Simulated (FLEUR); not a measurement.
# Collinear magnetic orders of GdN with FLEUR, part 3 of 3

Wanted: the moments of GdN and the energy of each order that was tried.

FLEUR MaX-R8.1; PBEsol with U = 6.7 eV, J = 0.7 eV on Gd f; all-electron FLAPW, Dirac cores, scalar-relativistic bands.

So far, largest spin moment in the muffin-tin sphere (μB): step 2 (order 1, typed as ferro +) 7.05; step 3 (order 2, typed as antiferro q=(0,1/2,1/2) +-) 7.03; step 4 (start 3: antiferro q=(0,0,1/2) +-) 7.05.

The database entry behind the starting cell differs from later determinations by our own check (about 0.3 % long), so it need not match the best structure at ambient conditions.

## 6. Spin–orbit coupling, moments along [001]

Level of this step: PBEsol with U = 6.7 eV, J = 0.7 eV on Gd f; all-electron FLAPW, Dirac cores, scalar-relativistic bands with spin-orbit coupling (FLEUR).

Spin–orbit coupling ties the spins to the lattice and lets orbital moments form.

A new self-consistent run of the start ferro +, with the moments along z. Here n_mmp_mat seeds f states of whole m by Hund's three rules. The k list default-1 (kpts.xml, not shown) is a Γ-centred 8×8×8 mesh.

Contents of inp.xml:

```
<?xml version="1.0" encoding="UTF-8" standalone="no"?>
<fleurInput fleurInputVersion="0.39">
   <comment>
      GdN
   </comment>
   <calculationSetup>
      <cutoffs Kmax="3.61" Gmax="10.8" GmaxXC="10.8" numbands="63"/>
      <scfLoop itmax="130" minDistance="0.0001" maxIterBroyd="15" imix="Anderson" alpha="0.05" precondParam="0.0" spinf="2.0" sdNocoIR="T"/>
      <coreElectrons ctail="T" frcor="F" kcrel="0" coretail_lmax="0"/>
      <xcFunctional name="PBEs" relativisticCorrections="F"/>
      <magnetism jspins="2"/>
      <soc l_soc="T" theta="0.0" phi="0.0" spav="F"/>
      <expertModes spex="0" secvar="F"/>
      <geometryOptimization l_f="F" forcealpha="1.0" forcemix="BFGS" epsdisp="0.00001" epsforce="0.00001"/>
      <ldaU l_linMix="F" mixParam="0.05" spinf="1.0"/>
   </calculationSetup>
   <cell>
      <bzIntegration valenceElectrons="23.0" mode="hist" fermiSmearingEnergy="0.00110248">
         <kPointListSelection listName="default-1"/>
         <xi:include xmlns:xi="http://www.w3.org/2001/XInclude" href="kpts.xml"> </xi:include>
      </bzIntegration>
      <xi:include xmlns:xi="http://www.w3.org/2001/XInclude" href="sym.xml"> </xi:include>
      <bulkLattice scale="1.0">
         <bravaisMatrix>
            <row-1>    0.0000000000000000     4.7233704484376995     4.7233704484376995</row-1>
            <row-2>    4.7233704484376995     0.0000000000000000     4.7233704484376995</row-2>
            <row-3>    4.7233704484376995     4.7233704484376995     0.0000000000000000</row-3>
         </bravaisMatrix>
      </bulkLattice>
   </cell>
   <atomSpecies>
      <species name="Gadolinium7.000" element="Gd" atomicNumber="64">
         <mtSphere radius="2.8" gridPoints="925" logIncrement="0.014"/>
         <atomicCutoffs lmax="10" lnonsphr="8"/>
         <electronConfig flipSpins="F">
            <coreConfig>(1s1/2) (2s1/2) (2p1/2) (2p3/2) (3s1/2) (3p1/2) (3p3/2) (4s1/2) (3d3/2) (3d5/2) (4p1/2) (4p3/2) (4d3/2) (4d5/2)</coreConfig>
            <valenceConfig>(5s1/2) (5p1/2) (5p3/2) (6s1/2) (4f5/2) (4f7/2) (5d3/2) (5d5/2)</valenceConfig>
            <stateOccupation state="(4f5/2)" spinUp="2.5" spinDown="0.5"/>
            <stateOccupation state="(4f7/2)" spinUp="4.0" spinDown="0.0"/>
            <stateOccupation state="(5d3/2)" spinUp="0.4" spinDown="0.0"/>
            <stateOccupation state="(5d5/2)" spinUp="0.6" spinDown="0.0"/>
         </electronConfig>
         <energyParameters s="6" p="6" d="5" f="4"/>
         <ldaU l="3" U="6.7" J="0.7" l_amf="F"/>
         <lo type="SCLO" l="0" n="5" eDeriv="0"/>
         <lo type="SCLO" l="1" n="5" eDeriv="0"/>
      </species>
      <species name="Nitrogen (N)" element="N" atomicNumber="7">
         <mtSphere radius="1.66" gridPoints="549" logIncrement="0.019"/>
         <atomicCutoffs lmax="6" lnonsphr="4"/>
         <electronConfig flipSpins="F">
            <coreConfig>(1s1/2)</coreConfig>
            <valenceConfig>(2s1/2) (2p1/2) (2p3/2)</valenceConfig>
            <stateOccupation state="(2p1/2)" spinUp="0.500000" spinDown="0.500000"/>
            <stateOccupation state="(2p3/2)" spinUp="1.000000" spinDown="1.000000"/>
         </electronConfig>
         <energyParameters s="2" p="2" d="3" f="4"/>
      </species>
   </atomSpecies>
   <atomGroups>
      <atomGroup species="Gadolinium7.000">
         <relPos label="                   1">.0000000000 .0000000000 .0000000000</relPos>
         <force calculate="T" relaxXYZ="TTT"/>
      </atomGroup>
      <atomGroup species="Nitrogen (N)">
         <relPos label="                   2">1.000/2.000 1.000/2.000 1.000/2.000</relPos>
         <force calculate="T" relaxXYZ="TTT"/>
      </atomGroup>
   </atomGroups>
   <output dos="F" band="F" slice="F">
      <bandDOS minEnergy="-.5*Htr" maxEnergy="0.5*Htr" sigma="0.015" storeEVData="T"/>
      <plotting iplot="0" polar="F">
         <plot TwoD="T" vec1="  1.0  0.0  0.0" vec2="  0.0  1.0  0.0" vec3="  0.0  0.0  1.0" zero="  0.0  0.0  0.0" file="plot"/>
      </plotting>
      <moessbauerParams electricFieldGradient="F" isomerShift="F" coreHyperfine="F" valenceHyperfine="F"/>
   </output>
</fleurInput>
```

Contents of crystal.txt:

```
GdN
&input film=F cartesian=F /
0.00000000000  2.49950000000  2.49950000000
2.49950000000  0.00000000000  2.49950000000
2.49950000000  2.49950000000  0.00000000000
1.8897261246
1.0 1.0 1.0

2
64 0.00000000000  0.00000000000  0.00000000000 : 7.000
7 0.50000000000  0.50000000000  0.50000000000

&soc 0.0000000 0.0000000 /
&kpt div1=8 div2=8 div3=8 gamma=T /
```

Launch:

```sh
> OMP_NUM_THREADS=1 inpgen -f crystal.txt > inpgen.log  # inp.xml is then edited as shown
> OMP_NUM_THREADS=1 mpirun -n 4 fleur_MPI > fleur.log
```

The log of the run:

```text
[banner, memory and clock lines left out]
Welcome to FLEUR        (www.flapw.de)
      MaX-Release 8.1          (www.max-centre.eu)

 ========== k-point set info ==========
 Selected k-point list: default-1
 k-point list type: mesh
 0 x 0 x 0
 Number of k points: 80

 [... set-up left out ...]
 Iteration:     1   Distance:      27.00021500 me/bohr^3
 Iteration:     2   Distance:      26.01950849 me/bohr^3
 Iteration:     3   Distance:      19.71369304 me/bohr^3
 Iteration:     4   Distance:      13.75168197 me/bohr^3
 Iteration:     5   Distance:       2.50007201 me/bohr^3
 Iteration:     6   Distance:       0.88920605 me/bohr^3
 Iteration:     7   Distance:       0.68036599 me/bohr^3
 Iteration:     8   Distance:       0.13175694 me/bohr^3
 Iteration:     9   Distance:       0.07132163 me/bohr^3
 Iteration:    10   Distance:       0.02592199 me/bohr^3
 Iteration:    11   Distance:       0.02120651 me/bohr^3
 Iteration:    12   Distance:       0.01186008 me/bohr^3
 Iteration:    13   Distance:       0.00739706 me/bohr^3
 Iteration:    14   Distance:       0.00229952 me/bohr^3
 Iteration:    15   Distance:       0.00034182 me/bohr^3
 Iteration:    16   Distance:       0.00027829 me/bohr^3
 Iteration:    17   Distance:       0.00020373 me/bohr^3
 Iteration:    18   Distance:       0.00008919 me/bohr^3

 ********************************************************************
 Run finished successfully
 Stop message:
   all done
 ********************************************************************

--- out.xml (last complete iteration) ---
<iteration numberForCurrentRun="   18" overallNumber="   18">
         [... left out ...]
         <bandgap value="0.0636134685" units="eV"/>
         <sumValenceSingleParticleEnergies value="-2.5753281041" units="Htr"/>
         <FermiEnergy value="0.3360642224" units="Htr"/>
         [... left out ...]
         <magneticMomentsInMTSpheres units="muBohr">
            <globalMagMoment atomType="1" vec="0.00000   0.00000   7.03988"/>
            <globalMagMoment atomType="2" vec="0.00000   0.00000  -0.11233"/>
         </magneticMomentsInMTSpheres>
         <orbitalMomentsInMTSpheres units="muBohr">
            <globalMagMoment atomType="1" vec="0.00000   0.00000  -0.00060"/>
            <globalMagMoment atomType="2" vec="0.00000   0.00000  -0.00064"/>
         </orbitalMomentsInMTSpheres>
         [... left out ...]
         <totalEnergy value="   -11331.3996801147" units="Htr">
            <sumOfEigenvalues value="    -6962.4948589965">
               <coreElectrons value="-6959.9195308924"/>
               <valenceElectrons value="-2.5753281041"/>
            </sumOfEigenvalues>
         [... left out ...]
            <freeEnergy value="-11331.3996995703"/>
            <extrapolationTo0K value="-11331.3996898425"/>
         </totalEnergy>
         [... left out ...]
         <ldaUDensityMatrixConvergence>
            <distance spin="1" distance="0.000000"/>
            <distance spin="2" distance="0.000000"/>
         </ldaUDensityMatrixConvergence>
         <densityConvergence units="me/bohr^3">
            <chargeDensity spin="1" distance="0.0000676958"/>
            <chargeDensity spin="2" distance="0.0000335929"/>
            <overallChargeDensity distance="0.0000588869"/>
            <spinDensity distance="0.0000891894"/>
         </densityConvergence>
      </iteration>
```

It took 34 s on 4 MPI ranks of Arm Neoverse V2, shared host; peak memory 0.3 GiB; 2.3 min of CPU time.

This step gave:

* free energy: -308343.0939 eV
* program's band gap on this mesh (in a metal only a level spacing): 0.06361 eV
* magnetization: 6.991 μB
* final state: ferromagnetic, with opposed induced moments
* largest moment: 7.040 μB
* orbital moment along the spin: 0 μB

Orbital moment in the sphere, along the spin axis by atom:

```tsv
atom	orbital moment in the sphere, along the spin axis (μB)
Gd1	-0.0006
N2	-0.0006
```

## 7. Outcome

```yaml
lowest_state_found: ferromagnetic (typed ferro +)
largest_site_spin_moment: 7.05 μB
next_finished_state: antiferromagnetic, 4.18 meV a seeded atom higher
orbital_moment_on_the_atom_of_largest_spin_along_its_spin_spin_orbit_run: -6.0e-4 μB
spin_plus_orbital_moment: Gd 7.04 μB
```

What this shows: The lowest state found is ferromagnetic, reached from the start ferro +, with moments up to 7.05 μB. The next finished state costs 4.2 meV a seeded atom. The shell is near half filling, where Hund's rules give no orbital moment. Only 3 starts were tried; other patterns of signs, canted and longer-period orders were not. The f shell is half filled, so the spin-only picture is fair.

[Logs and program files are shortened in this print: banners, set-up blocks, solver, clock and traceback lines can be left out without a mark of their own.]

[Logs are printed without paths, hosts, clocks, repeated set-up lines and the standing remarks that a program may print on its own settings, such as how far it seeks lower states.]

[Hosts, paths, dates, database ids (printed as entryN), source tags and the programs' standing remarks are cut or masked in the printed files.]

[Where a cell is said to come from a database of computed structures, the database is the Materials Project.]
